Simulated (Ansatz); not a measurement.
G0W0 rungs for Te2Mo (P6_3/mmc).

```
Te Mo
1.0
     3.51820    0.00000    0.00000
    -1.75910    3.04685    0.00000
     0.00000    0.00000   13.97360
Te Mo
4 2
Cartesian
  0.0000 2.0312 8.6776
  1.7591 1.0156 1.6908
  0.0000 2.0312 12.2828
  1.7591 1.0156 5.2960
  0.0000 2.0312 3.4934
  1.7591 1.0156 10.4802
```

The cell and positions come from the Crystallography Open Database and are kept as given unless a step says otherwise. Spin-orbit coupling is left out unless a run names it. PAW set soft_2, made with PBE.

Runs so far (Ansatz 0.2.0, start PBE, default PAW files, 6×6×2 mesh). Times are wall times on 1 × NVIDIA H100 80GB HBM3 (shared by 6 runs) with 3 threads of AMD EPYC 7R13 (Zen 3), shared host, good to a factor of about two.

```tsv
bands summed	cutoff (eV)	gap on the mesh (eV)	time
216	63	0.947	18 s
527	126	0.996	39 s
```

What should the next rung give, with 1081 bands and screening to 210 eV, and where is the limit?

The error falls about as one over the bands when the cutoff rises with them. A line through the two highest rungs given predicts 1.014 eV; the run gave 1.018 eV, close to it. The two highest rungs put the limit near 1.038 eV, the pair below near 1.030 eV; their difference is a rough measure of what is unsettled in bands and cutoff; the mesh is a separate error.

Gaps are over the mesh's points; an edge off the mesh would be missed. Limits: not at the basis limit; no spin-orbit coupling; coarse k mesh.

[Paths, hosts, dates, memory and timing lines, banners, echoed tables and standing remarks are left out of the program output.]

[Logs are printed without paths, hosts, clocks, repeated set-up lines and the standing remarks that a program may print on its own settings, such as how far it seeks lower states.]

[Runs of the session that timed out or met a known fault of the program may be left out.]

[Cells called generated may have been cut or substituted from an entry of the Crystallography Open Database or the Materials Project.]

[Hosts, paths, dates, database ids (printed as entryN), source tags and the programs' standing remarks are cut or masked in the printed files.]
